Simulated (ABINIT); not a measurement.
## A GW chain in ABINIT: BaTiO3 (P4mm)

Wanted: ground state, empty states, screening and self-energy for BaTiO3 (P4mm).

Program: ABINIT 10.8.3. Level of theory: LDA and many-body steps on it, plane waves. Results are calculated unless marked as measured.

This is a report of a sequence of runs, with most program output left out.

## (1) The starting structure

It takes space group P4mm (No. 99, tetragonal). The conventional cell has a = 3.990 Å, b = 3.990 Å, c = 4.023 Å, α = 90.00°, β = 90.00°, γ = 90.00°. Nearest to Ba lie 12 O at 2.80 to 2.87 Å. Ti has 6 O at 1.84 to 2.18 Å nearest. Nearest to O lie 2 Ti at 1.84 to 2.18 Å and 4 Ba at 2.82 Å. O has 2 Ti at 2.00 Å and 4 Ba at 2.80 to 2.87 Å nearest. Farther neighbours and most contacts between anions are not listed.

The cell and positions come from the Crystallography Open Database and are kept as given unless a step says otherwise. Spin-orbit coupling is left out unless a step names it.

## (2) Ground state

This step: ABINIT 10.8.3; DFT, LDA, plane waves, norm-conserving pseudopotentials.

The ground-state density comes first.

run.abi

```
acell 3*1.0 Angstrom
rprim 
  3.990480000000 0.000000000000 0.000000000000
  0.000000000000 3.990480000000 0.000000000000
  0.000000000000 0.000000000000 4.023030000000
ntypat 3
znucl 56 22 8
natom 5
typat 1 2 3 3 3
xred 
  0.000000000000 0.000000000000 0.000000000000
  0.500000000000 0.500000000000 0.522000000000
  0.500000000000 0.500000000000 0.979000000000
  0.500000000000 0.000000000000 0.488000000000
  0.000000000000 0.500000000000 0.488000000000
pp_dirpath "pseudos"
pseudos "Ba.upf, Ti.upf, O.upf"
ecut 38
ngkpt 6 6 6
nshiftk 1
shiftk 0 0 0
kptopt 1
chksymbreak 0
nband 26
occopt 1
tolvrs 1e-10
nstep 60
prtwf 0
indata_prefix "in"
outdata_prefix "out"
tmpdata_prefix "tmp"
```

Launch:

```
OMP_NUM_THREADS=1 mpirun -n 4 abinit run.abi > log
```

Run time: 63 s. Hardware: 4 MPI ranks of Arm Neoverse V2, shared host; peak memory 0.39 GiB.

This step gave:

| Property | Result |
| --- | --- |
| total energy | -3738.7536 eV |
| gap | 1.765 eV |
| k of the valence top | 0.5, 0.5, 0.5 |
| k of the conduction bottom | 0, 0, 0 |
| least direct gap | 2.138 eV |
| pressure | -7.097 GPa |

The gap is indirect, with the least direct gap 0.37 eV higher.

The cutoff was set for levels, not for stress, so the pressure can be off by some GPa.

## (3) Bands along the symmetry lines

The cheap functional maps the bands first; the places of the edges decide which points the dearer methods must see.

run.abi

```
acell 3*1.0 Angstrom
rprim 
  3.990480000000 0.000000000000 0.000000000000
  0.000000000000 3.990480000000 0.000000000000
  0.000000000000 0.000000000000 4.023030000000
ntypat 3
znucl 56 22 8
natom 5
typat 1 2 3 3 3
xred 
  0.000000000000 0.000000000000 0.000000000000
  0.500000000000 0.500000000000 0.522000000000
  0.500000000000 0.500000000000 0.979000000000
  0.500000000000 0.000000000000 0.488000000000
  0.000000000000 0.500000000000 0.488000000000
pp_dirpath "pseudos"
pseudos "Ba.upf, Ti.upf, O.upf"
ecut 38
iscf -2
irdden 1
kptopt 0
nkpt 75
kpt 
  0.00000000 0.00000000 0.00000000
  0.00000000 0.06250000 0.00000000
  0.00000000 0.12500000 0.00000000
  0.00000000 0.18750000 0.00000000
  0.00000000 0.25000000 0.00000000
  0.00000000 0.31250000 0.00000000
  0.00000000 0.37500000 0.00000000
  0.00000000 0.43750000 0.00000000
  0.00000000 0.50000000 0.00000000
  0.06250000 0.50000000 0.00000000
  0.12500000 0.50000000 0.00000000
  0.18750000 0.50000000 0.00000000
  0.25000000 0.50000000 0.00000000
  0.31250000 0.50000000 0.00000000
  0.37500000 0.50000000 0.00000000
  0.43750000 0.50000000 0.00000000
  0.50000000 0.50000000 0.00000000
  0.43750000 0.43750000 0.00000000
  0.37500000 0.37500000 0.00000000
  0.31250000 0.31250000 0.00000000
  0.25000000 0.25000000 0.00000000
  0.18750000 0.18750000 0.00000000
  0.12500000 0.12500000 0.00000000
  0.06250000 0.06250000 0.00000000
  0.00000000 0.00000000 0.00000000
  0.00000000 0.00000000 0.06250000
  0.00000000 0.00000000 0.12500000
  0.00000000 0.00000000 0.18750000
  0.00000000 0.00000000 0.25000000
  0.00000000 0.00000000 0.31250000
  0.00000000 0.00000000 0.37500000
  0.00000000 0.00000000 0.43750000
  0.00000000 0.00000000 0.50000000
  0.00000000 0.06250000 0.50000000
  0.00000000 0.12500000 0.50000000
  0.00000000 0.18750000 0.50000000
  0.00000000 0.25000000 0.50000000
  0.00000000 0.31250000 0.50000000
  0.00000000 0.37500000 0.50000000
  0.00000000 0.43750000 0.50000000
  0.00000000 0.50000000 0.50000000
  0.06250000 0.50000000 0.50000000
  0.12500000 0.50000000 0.50000000
  0.18750000 0.50000000 0.50000000
  0.25000000 0.50000000 0.50000000
  0.31250000 0.50000000 0.50000000
  0.37500000 0.50000000 0.50000000
  0.43750000 0.50000000 0.50000000
  0.50000000 0.50000000 0.50000000
  0.43750000 0.43750000 0.50000000
  0.37500000 0.37500000 0.50000000
  0.31250000 0.31250000 0.50000000
  0.25000000 0.25000000 0.50000000
  0.18750000 0.18750000 0.50000000
  0.12500000 0.12500000 0.50000000
  0.06250000 0.06250000 0.50000000
  0.00000000 0.00000000 0.50000000
  0.00000000 0.50000000 0.00000000
  0.00000000 0.50000000 0.06250000
  0.00000000 0.50000000 0.12500000
  0.00000000 0.50000000 0.18750000
  0.00000000 0.50000000 0.25000000
  0.00000000 0.50000000 0.31250000
  0.00000000 0.50000000 0.37500000
  0.00000000 0.50000000 0.43750000
  0.00000000 0.50000000 0.50000000
  0.50000000 0.50000000 0.00000000
  0.50000000 0.50000000 0.06250000
  0.50000000 0.50000000 0.12500000
  0.50000000 0.50000000 0.18750000
  0.50000000 0.50000000 0.25000000
  0.50000000 0.50000000 0.31250000
  0.50000000 0.50000000 0.37500000
  0.50000000 0.50000000 0.43750000
  0.50000000 0.50000000 0.50000000
istwfk *1
nband 31
nbdbuf 6
tolwfr 1e-07
nstep 50
prtwf 0
prtvol 0
indata_prefix "in"
outdata_prefix "out"
tmpdata_prefix "tmp"
```

It took 47 s on 4 MPI ranks; peak memory 0.44 GiB; 3.1 min of CPU time.

Numbers from this step:

| Quantity | Value |
| --- | --- |
| gap | 1.765 eV |
| k of the valence top | 0.5, 0.5, 0.5 |
| k of the conduction bottom | 0, 0, 0 |
| least direct gap | 2.138 eV |

The gap is 1.765 eV, as in the run before at this level.

The electronic bands at the labelled points (eV, zero at the top of the highest filled band):

| point | band 17 | band 18 | band 19 | band 20 | band 21 | band 22 | band 23 | band 24 |
| --- | --- | --- | --- | --- | --- | --- | --- | --- |
| Γ | -1.20 | -0.44 | -0.37 | -0.37 | 1.77 | 2.14 | 2.14 | 4.16 |
| halfway | -1.55 | -1.28 | -0.82 | -0.67 | 2.20 | 2.75 | 2.80 | 4.29 |
| X | -1.87 | -1.70 | -1.14 | -0.97 | 2.27 | 3.54 | 3.61 | 4.27 |
| halfway | -1.69 | -1.55 | -1.13 | -0.51 | 2.85 | 3.62 | 3.68 | 4.78 |
| M | -1.84 | -1.08 | -1.08 | -0.07 | 3.64 | 3.64 | 3.99 | 4.78 |
| halfway | -1.97 | -1.20 | -0.94 | -0.51 | 2.71 | 2.94 | 3.11 | 4.78 |
| Γ | -1.20 | -0.44 | -0.37 | -0.37 | 1.77 | 2.14 | 2.14 | 4.16 |
| halfway | -1.65 | -1.33 | -0.55 | -0.55 | 1.84 | 2.94 | 2.94 | 4.16 |
| Z | -2.02 | -1.98 | -0.72 | -0.72 | 1.92 | 3.65 | 3.65 | 4.16 |
| halfway | -1.46 | -1.32 | -1.12 | -0.67 | 2.82 | 3.66 | 3.69 | 4.82 |
| R | -1.76 | -0.92 | -0.90 | -0.25 | 3.58 | 3.67 | 3.99 | 5.00 |
| halfway | -2.52 | -0.63 | -0.53 | -0.21 | 3.87 | 3.89 | 4.12 | 6.28 |
| A | -2.44 | -0.17 | -0.17 | 0.00 | 4.23 | 4.25 | 4.25 | 6.42 |
| halfway | -2.20 | -0.91 | -0.73 | -0.67 | 3.32 | 3.77 | 3.82 | 6.03 |
| Z | -2.02 | -1.98 | -0.72 | -0.72 | 1.92 | 3.65 | 3.65 | 4.16 |
| jump to X | -1.87 | -1.70 | -1.14 | -0.97 | 2.27 | 3.54 | 3.61 | 4.27 |
| halfway | -1.50 | -1.44 | -1.22 | -0.64 | 3.00 | 3.56 | 3.71 | 4.86 |
| R | -1.76 | -0.92 | -0.90 | -0.25 | 3.58 | 3.67 | 3.99 | 5.00 |
| jump to M | -1.84 | -1.08 | -1.08 | -0.07 | 3.64 | 3.64 | 3.99 | 4.78 |
| halfway | -2.59 | -0.72 | -0.72 | -0.04 | 3.92 | 3.92 | 4.11 | 6.06 |
| A | -2.44 | -0.17 | -0.17 | 0.00 | 4.23 | 4.25 | 4.25 | 6.42 |

## (4) Empty states on the mesh, 2×2×2 mesh, 132 bands

The sums over transitions need many empty states on a uniform mesh; this step solves for them.

run.abi

```
acell 3*1.0 Angstrom
rprim 
  3.990480000000 0.000000000000 0.000000000000
  0.000000000000 3.990480000000 0.000000000000
  0.000000000000 0.000000000000 4.023030000000
ntypat 3
znucl 56 22 8
natom 5
typat 1 2 3 3 3
xred 
  0.000000000000 0.000000000000 0.000000000000
  0.500000000000 0.500000000000 0.522000000000
  0.500000000000 0.500000000000 0.979000000000
  0.500000000000 0.000000000000 0.488000000000
  0.000000000000 0.500000000000 0.488000000000
pp_dirpath "pseudos"
pseudos "Ba.upf, Ti.upf, O.upf"
ecut 38
ngkpt 2 2 2
nshiftk 1
shiftk 0 0 0
kptopt 1
chksymbreak 0
iscf -2
irdden 1
istwfk *1
nband 132
nbdbuf 12
tolwfr 1e-09
nstep 60
prtvol 0
indata_prefix "in"
outdata_prefix "out"
tmpdata_prefix "tmp"
```

It took 38 s on 4 MPI ranks; peak memory 0.34 GiB; 2.5 min of CPU time.

Numbers from this step:

```yaml
gap: 1.765 eV
k_of_the_valence_top: 0.5, 0.5, 0.5
k_of_the_conduction_bottom: 0, 0, 0
least_direct_gap: 2.138 eV
k_points_computed: 6
lowest_point_of_the_top_converged_band_above_the_valence_top: 68.1300 eV
```

On this mesh the gap is 1.765 eV.

## (5) Screening, 2×2×2 mesh, 120 bands, screening to 106.1 eV

The RPA dielectric matrix is built and inverted for each q.

This step: RPA screening on LDA, plane waves, norm-conserving pseudopotentials.

Edit run.abi of step 4 so:

```diff
@@ -23,10 +23,11 @@
 chksymbreak 0
-iscf -2
-irdden 1
 istwfk *1
-nband 132
-nbdbuf 12
-tolwfr 1e-09
-nstep 60
-prtvol 0
+occopt 1
+irdwfk 1
+optdriver 3
+nband 120
+ecuteps 3.9
+inclvkb 2
+awtr 1
+symchi 1
 indata_prefix "in"
```

Wall time 16 s (4 MPI ranks); peak memory 0.78 GiB.

This step gave:

* ε∞ with local fields, on this mesh, along the program's q direction: 7.870
* the same without local fields: 8.796
* plasma frequency: 29.34 eV
* plane waves in the screening matrix: 171

Local fields lower ε∞ by 11 %. On a Γ-centred mesh this coarse the value itself is usually too large, while a short band sum pulls it down.

## (6) Self-energy, 2×2×2 mesh, 120 bands, screening to 106.1 eV

The self-energy is evaluated for the states that the input lists, and the levels follow from it, in one-shot runs by the linearised quasiparticle equation.

This step: G0W0 on LDA, plane waves, norm-conserving pseudopotentials.

Edit run.abi of step 5 so:

```diff
@@ -26,8 +26,25 @@
 irdwfk 1
-optdriver 3
+optdriver 4
 nband 120
+gwcalctyp 0
+ecutsigx 38
+symsigma 1
+nkptgw 6
+kptgw 
+  0.0000000000 0.0000000000 0.0000000000
+  0.5000000000 0.0000000000 0.0000000000
+  0.5000000000 0.5000000000 0.0000000000
+  0.0000000000 0.0000000000 0.5000000000
+  0.5000000000 0.0000000000 0.5000000000
+  0.5000000000 0.5000000000 0.5000000000
+bdgw 
+  12 24
+  12 24
+  12 24
+  12 24
+  12 24
+  12 24
 ecuteps 3.9
-inclvkb 2
-awtr 1
-symchi 1
+irdscr 1
+ppmodel 1
 indata_prefix "in"
```

The job ended after 25 s (4 MPI ranks; peak memory 0.78 GiB; 1.7 min of CPU time).

Numbers from this step:

```yaml
g0w0_gap_on_the_mesh: 3.431 eV
starting_gap_on_the_mesh: 1.765 eV
k_of_the_valence_top: 0.5, 0.5, 0.5
k_of_the_conduction_bottom: 0, 0, 0
z_at_the_valence_top: 0.766
z_at_the_conduction_bottom: 0.785
least_direct_g0w0_gap_on_the_computed_points: 3.837 eV
```

The gap on the mesh goes from 1.77 eV to 3.43 eV, a correction of +1.67 eV.

Limits: finite bands, cutoff and mesh; no spin-orbit coupling; coarse k mesh. v1 is the top filled band, c1 the lowest empty one. Levels before and after the correction, in eV, zero at the valence-band top of each column:

|  | conduction bottom | valence top |
| --- | --- | --- |
| Kohn-Sham | 1.77 | 0.00 |
| G0W0 | 3.43 | 0.00 |

|  | level | energy (eV) |
| --- | --- | --- |
| Kohn-Sham | Γ v3 | -0.437 |
| Kohn-Sham | Γ v2-v1 | -0.373 |
| Kohn-Sham | Γ c1 | 1.765 |
| Kohn-Sham | Γ c2-c3 | 2.144 |
| Kohn-Sham | (0.5 0.5 0.5) v3-v2 | -0.174 |
| Kohn-Sham | (0.5 0.5 0.5) v1 | 0.000 |
| Kohn-Sham | (0.5 0.5 0.5) c1 | 4.232 |
| Kohn-Sham | (0.5 0.5 0.5) c2-c3 | 4.246 |
| G0W0 | Γ v3 | -0.481 |
| G0W0 | Γ v2-v1 | -0.406 |
| G0W0 | Γ c1 | 3.431 |
| G0W0 | Γ c2-c3 | 3.782 |
| G0W0 | (0.5 0.5 0.5) v3-v2 | -0.189 |
| G0W0 | (0.5 0.5 0.5) v1 | 0.000 |
| G0W0 | (0.5 0.5 0.5) c1 | 5.930 |
| G0W0 | (0.5 0.5 0.5) c2-c3 | 6.022 |

## (7) Where the time went

Times are wall times on 4 MPI ranks of Arm Neoverse V2, shared host, good to a factor of about two.

| step | time | share | memory (GiB) |
| --- | --- | --- | --- |
| ground state | 63 s | 33 % | 0.39 |
| bands along the symmetry lines | 47 s | 25 % | 0.44 |
| empty states on the mesh | 38 s | 20 % | 0.34 |
| screening | 16 s | 9 % | 0.78 |
| self-energy | 25 s | 13 % | 0.78 |

## (8) What came out

```json
{"LDA gap": "1.77 eV, indirect", "G0W0 gap on the mesh": "3.43 eV", "GW settings": "2×2×2 mesh, 120 bands, screening to 106.1 eV, Godby-Needs plasmon pole", "known limits": "not at the basis limit; no spin-orbit coupling; coarse k mesh"}
```

In words: G0W0 moves the gap on the mesh from 1.77 eV to 3.43 eV (+1.67 eV), with Z of 0.77 and 0.79 at the edges. Local fields lower the RPA ε∞ on this mesh from 8.80 to 7.87; a Γ-centred mesh this coarse tends to raise both, most where the direct gap is narrow, while a short band sum lowers them. Bands and cutoff are finite, so the gap is not at the basis limit. The miss can reach some tenths of an eV and take either sign; the mesh is an error of its own. The 2×2×2 mesh is coarse for this cell, which bears on the long-range parts of exchange and screening. The many-body steps are scalar-relativistic: spin-orbit coupling is not in them.

[Paths, hosts, dates, memory and timing lines, banners, echoed tables and standing remarks are left out of the program output.]

[Logs are printed without paths, hosts, clocks, repeated set-up lines and the standing remarks that a program may print on its own settings, such as how far it seeks lower states.]

[Runs of the session that timed out or met a known fault of the program may be left out.]

[Hosts, paths, dates, database ids (printed as entryN), source tags and the programs' standing remarks are cut or masked in the printed files.]

[G0W0 gaps are taken among the corrected bands and points alone; a level outside them can change the order at an edge.]

[Where Ansatz stands beside ABINIT at settings called matched, ABINIT's density can come from a denser mesh and the files from another edition; pairs whose starting gaps differed by over 0.03 eV were left out, so agreement reads better than it is.]
